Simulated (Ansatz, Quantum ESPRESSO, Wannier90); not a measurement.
# Ballistic channels from Wannier functions: straight Li chain, spacing 2.95 Å, part 4 of 5

Wanted: localised orbitals and the quantum conductance of this wire: straight Li chain, spacing 2.95 Å.

Quantum ESPRESSO 7.5 and Wannier90 3.1.0; plane-wave DFT, PBE, GBRV ultrasoft pseudopotentials; cross-check by Ansatz 0.2.0 with PAW datasets.

So far. Step 2 (SCF with pw.x): The run needed 9 iterations to bring the estimated error under 1e-07 Ry. Step 6 (Wannier functions and transport): Bands and channels are those of the Wannier model: bands that were not projected, and all outside the frozen window, are missing or only approximate.

**9. Wannier functions and transport, with dis_num_iter = 10**

Level of this step: maximally localised Wannier functions and ballistic conductance; plane-wave DFT, PBE, GBRV ultrasoft pseudopotentials (Wannier90).

How much does a setting matter? One run is repeated with a change.

wan_w.win reads:

```
num_wann = 1
num_bands = 8
num_iter = 200
num_print_cycles = 20
conv_tol = 1e-8
conv_window = 5
guiding_centres = true
dis_num_iter = 10
dis_conv_tol = 1e-8
dis_win_min = -13.8215
dis_win_max = 6.1785
dis_froz_max = -1.3215
search_shells = 120
fermi_energy = -2.8215

transport = true
transport_mode = bulk
one_dim_axis = z
dist_cutoff = 17.6
dist_cutoff_mode = one_dim
tran_win_min = -4.0
tran_win_max = 2.0
tran_energy_step = 0.02

bands_plot = true
bands_num_points = 96
begin kpoint_path
G 0.0 0.0 0.0 Z 0.0 0.0 0.5
end kpoint_path

begin projections
Li:s
end projections

begin unit_cell_cart
ang
  8.0000000000 0.0000000000 0.0000000000
  0.0000000000 8.0000000000 0.0000000000
  0.0000000000 0.0000000000 2.9500000000
end unit_cell_cart

begin atoms_frac
  Li 0.0000000000 0.0000000000 0.0000000000
end atoms_frac

mp_grid = 1 1 12
begin kpoints
  0.0 0.0 0.0000000000
  0.0 0.0 0.0833333333
  0.0 0.0 0.1666666667
  0.0 0.0 0.2500000000
  0.0 0.0 0.3333333333
  0.0 0.0 0.4166666667
  0.0 0.0 0.5000000000
  0.0 0.0 0.5833333333
  0.0 0.0 0.6666666667
  0.0 0.0 0.7500000000
  0.0 0.0 0.8333333333
  0.0 0.0 0.9166666667
end kpoints
```

On the command line:

```
> OMP_NUM_THREADS=1 wannier90.x wan_w > wan_w.run.log
```

The log of the run:

```text
[banner, memory and clock lines left out]
+---------------------------------------------------+
             |                                                   |
             |                   WANNIER90                       |
             |                                                   |
             +---------------------------------------------------+
             |                                                   |
             |        Welcome to the Maximally-Localized         |
             |        Generalized Wannier Functions code         |
             |                             |
             |                                                   |
             |                                                   |
             |  Wannier90 Developer Group:                       |
             |    Giovanni Pizzi    (EPFL)                       |
             |    Valerio Vitale    (Cambridge)                  |
             |    David Vanderbilt  (Rutgers University)         |
             |    Nicola Marzari    (EPFL)                       |
             |    Ivo Souza         (Universidad del Pais Vasco) |
             |    Arash A. Mostofi  (Imperial College London)    |
             |    Jonathan R. Yates (University of Oxford)       |
             |                                                   |
             |  For the full list of Wannier90 3.x authors,      |
             |  please check the code documentation and the      |
             |  README on the GitHub page of the code            |
             |                                                   |
             |                                                   |
             |                                                   |
             |  [ref] "Wannier90 as a community code:            |
             |        new features and applications",            |
             |        165902 (2020).                             |
             |            |
             |                                                   |
             |  in any publications arising from the use of      |
             |                                                   |
             |  [ref] "Maximally Localized Generalised Wannier   |
             |         Functions for Composite Energy Bands"     |
             |         N. Marzari and D. Vanderbilt              |
             |         Phys. Rev. B 56 12847 (1997)              |
             |                                                   |
             |  [ref] "Maximally Localized Wannier Functions     |
             |         for Entangled Energy Bands"               |
             |         I. Souza, N. Marzari and D. Vanderbilt    |
             |         Phys. Rev. B 65 035109 (2001)             |
             |                                                   |
             |                                                   |
             | Copyright (c) 1996-2020                           |
             |        The Wannier90 Developer Group and          |
             |        individual contributors                    |
             |                                                   |
             |      Release: 3.1.0        5th March    2020      |
             |                                                   |
             | This program is free software; you can            |
             | redistribute it and/or modify it under the terms  |
             | of the GNU General Public License as published by |
             | the Free Software Foundation; either version 2 of |
             | the License, or (at your option) any later version|
             |                                                   |
             | This program is distributed in the hope that it   |
             | will be useful, but WITHOUT ANY WARRANTY; without |
             | even the implied warranty of MERCHANTABILITY or   |
             | FITNESS FOR A PARTICULAR PURPOSE. See the GNU     |
             | General Public License for more details.          |
             |                                                   |
             | You should have received a copy of the GNU General|
             | Public License along with this program; if not,   |
             | write to the Free Software Foundation, Inc.,      |
             | 675 Mass Ave, Cambridge, MA 02139, USA.           |
             |                                                   |
             +---------------------------------------------------+
[date or host left out]
             +---------------------------------------------------+

 ******************************************************************************
 * -> Using CODATA 2006 constant values                                       *
 *    (                      *
 * -> Using Bohr value from CODATA                                            *
 ******************************************************************************

 Running in serial (with parallel executable)

                                    ------
                                    SYSTEM
                                    ------

                              Lattice Vectors (Ang)
                    a_1     8.000000   0.000000   0.000000
                    a_2     0.000000   8.000000   0.000000
                    a_3     0.000000   0.000000   2.950000

                   Unit Cell Volume:     188.80000  (Ang^3)

                        Reciprocal-Space Vectors (Ang^-1)
                    b_1     0.785398   0.000000   0.000000
                    b_2     0.000000   0.785398   0.000000
                    b_3     0.000000   0.000000   2.129893

 *----------------------------------------------------------------------------*
 |   Site       Fractional Coordinate          Cartesian Coordinate (Ang)     |
 +----------------------------------------------------------------------------+
 | Li   1   0.00000   0.00000   0.00000   |    0.00000   0.00000   0.00000    |
 *----------------------------------------------------------------------------*
                                ------------
                                K-POINT GRID
                                ------------

             Grid size =  1 x  1 x 12      Total points =   12

 *---------------------------------- MAIN ------------------------------------*
 |  Number of Wannier Functions               :                 1             |
 |  Number of Objective Wannier Functions     :                 1             |
 |  Number of input Bloch states              :                 8             |
 |  Output verbosity (1=low, 5=high)          :                 1             |
[...]
+----------------------------------------------------------------------------+
 |                           b_k Directions (Ang^-1)                          |
 |                           -----------------------                          |
 |            No.           x           y           z                         |
 |            ---        --------------------------------                     |
 |             1         0.000000    0.000000    0.177491                     |
 |             2         0.785398    0.000000    0.000000                     |
 |             3         0.000000    0.785398    0.000000                     |
 +----------------------------------------------------------------------------+

 Time to get kmesh              0.012 (sec)
 *============================================================================*
 |                              MEMORY ESTIMATE                               |
 |         Maximum RAM allocated during each phase of the calculation         |
 *============================================================================*
 |                        Disentanglement            0.11 Mb                  |
 |                            Wannierise:            0.01 Mb                  |
 |                          plot_wannier:            0.01 Mb                  |
 *----------------------------------------------------------------------------*

 Starting a new Wannier90 calculation ...

 Reading overlaps from wan_w.mmn    :  Created on   at 18:29: 8

 Reading projections from wan_w.amn :  Created on   at 18:29: 8

 Time to read overlaps          0.004 (sec)

 *------------------------------- DISENTANGLE --------------------------------*
 +----------------------------------------------------------------------------+
 |                              Energy  Windows                               |
 |                              ---------------                               |
 |                   Outer:  -13.82150  to    6.17850  (eV)                   |
 |                   Inner:  -13.82150  to   -1.32150  (eV)                   |
 +----------------------------------------------------------------------------+
   Number of target bands to extract:    1

                   Unitarised projection of Wannier functions
   A_mn = <psi_m|g_n> --> S = A.A^+ --> U = S^-1/2.A
   In dis_project... done
   Using an inner window (linner = T)
   In dis_proj_froz... done

                   Extraction of optimally-connected subspace
 +---------------------------------------------------------------------+<-- DIS
 |  Iter     Omega_I(i-1)      Omega_I(i)      Delta (frac.)    Time   |<-- DIS
 +---------------------------------------------------------------------+<-- DIS
       1       2.69399974       2.69399974       0.000E+00      0.00    <-- DIS
       2       2.69399974       2.69399974       0.000E+00      0.00    <-- DIS
       3       2.69399974       2.69399974       0.000E+00      0.00    <-- DIS

             <<<      Delta < 1.000E-08  over  3 iterations     >>>
             <<< Disentanglement convergence criteria satisfied >>>

        Final Omega_I     2.69399974 (Ang^2)

 +----------------------------------------------------------------------------+

 Time to disentangle bands      0.000 (sec)

 Writing checkpoint file wan_w.chk... done

 *------------------------------- WANNIERISE ---------------------------------*
 +--------------------------------------------------------------------+<-- CONV
 | Iter  Delta Spread     RMS Gradient      Spread (Ang^2)      Time  |<-- CONV
 +--------------------------------------------------------------------+<-- CONV

 Initial State
  WF centre and spread    1  (  0.000000,  0.000000,  1.475000 )    23.89909602
  Sum of centres and spreads (  0.000000,  0.000000,  1.475000 )    23.89909602

      0     0.239E+02     0.0000000000       23.8990960238       0.00  <-- CONV
        O_D=     21.2050963 O_OD=      0.0000000 O_TOT=     23.8990960 <-- SPRD
 Cycle:      1
  WF centre and spread    1  (  0.000000,  0.000000,  1.475000 )     8.91151376
  Sum of centres and spreads (  0.000000,  0.000000,  1.475000 )     8.91151376

      1    -0.150E+02    21.5854004082        8.9115137604       0.00  <-- CONV
        O_D=      6.2175140 O_OD=      0.0000000 O_TOT=      8.9115138 <-- SPRD
 Delta: O_D= -0.1498758E+02 O_OD=  0.0000000E+00 O_TOT= -0.1498758E+02 <-- DLTA

             <<<     Delta < 1.000E-08  over  5 iterations     >>>
             <<< Wannierisation convergence criteria satisfied >>>

 Final State
  WF centre and spread    1  (  0.000000,  0.000000,  1.475000 )     2.69399974
  Sum of centres and spreads (  0.000000,  0.000000,  1.475000 )     2.69399974

         Spreads (Ang^2)       Omega I      =     2.693999740
        ================       Omega D      =     0.000000000
                               Omega OD     =     0.000000000
    Final Spread (Ang^2)       Omega Total  =     2.693999740
 Time for wannierise            0.001 (sec)

 Writing checkpoint file wan_w.chk... done

 *---------------------------------------------------------------------------*
 |                               PLOTTING                                    |
 *---------------------------------------------------------------------------*

 Translated centres
    translation centre in fractional coordinate:  0.000000  0.000000  0.000000
  WF centre     1  (  0.000000,  0.000000, -1.475000 )

 Calculating interpolated band-structure

 Time to calculate interpolated band structure       0.001 (sec)

 Time for plotting              0.003 (sec)

 *---------------------------------------------------------------------------*
 |                              TRANSPORT                                    |
 *---------------------------------------------------------------------------*

 Calculation of Quantum Conductance and DoS: bulk mode

 Maximum imaginary part of the real-space Hamiltonian:     0.000000

     Maximum real part of the real-space Hamiltonian at each lattice point
            Lattice point R           Max |H_ij(R)|
                  -7                     0.000000
                  -6                     0.000000
                  -5                     0.002484
                  -4                     0.006275
                  -3                     0.019577
                  -2                     0.076655
                  -1                     0.522208
                   0                     2.688072
                   1                     0.522208
                   2                     0.076655
                   3                     0.019577
                   4                     0.006275
                   5                     0.002484
                   6                     0.000000
                   7                     0.000000

 Number of unit cells inside the principal layer:     5
 Number of Wannier Functions inside the principal layer:     5

 Calculating quantum conductance and density of states... done

 Time for transport             0.008 (sec)
 Total Execution Time           0.032 (sec)

 *===========================================================================*
 |                             TIMING INFORMATION                            |
 *===========================================================================*
 |    Tag                                                Ncalls      Time (s)|
 |---------------------------------------------------------------------------|
 |kmesh: get                                        :         1         0.012|
 |overlap: allocate                                 :         1         0.000|
 |overlap: read                                     :         1         0.004|
 |dis: main                                         :         1         0.000|
 |wann: main                                        :         1         0.001|
 |plot: main                                        :         1         0.003|
 |tran: main                                        :         1         0.008|
 *---------------------------------------------------------------------------*

 All done: wannier90 exiting
[key lines of the parts left out:]
|  Fermi energy (eV)                         :            -2.821             |
```

Wall time 0.76 s (1 MPI rank of AMD EPYC 7R43, shared host); peak memory 0.08 GiB.

The changed values were drawn from a wide range, not chosen for quality; the comparison shows what they did here together.

The total spread is 2.69 against 2.69 Å². Between −2 and 1.5 eV the channel count differs from the first run's at 0 % of the energies, and at the Fermi level it is 1 against 1.

[end of part 4 of 5]

[Logs are printed without paths, hosts, clocks, repeated set-up lines and the standing remarks that a program may print on its own settings, such as how far it seeks lower states.]

[Hosts, paths, dates, database ids (printed as entryN), source tags and the programs' standing remarks are cut or masked in the printed files.]

[Maps of the electrostatic potential energy from Ansatz leave out the sawtooth potential of an applied field or a dipole correction, so their vacuum need not be flat; planar profiles and work functions include it.]
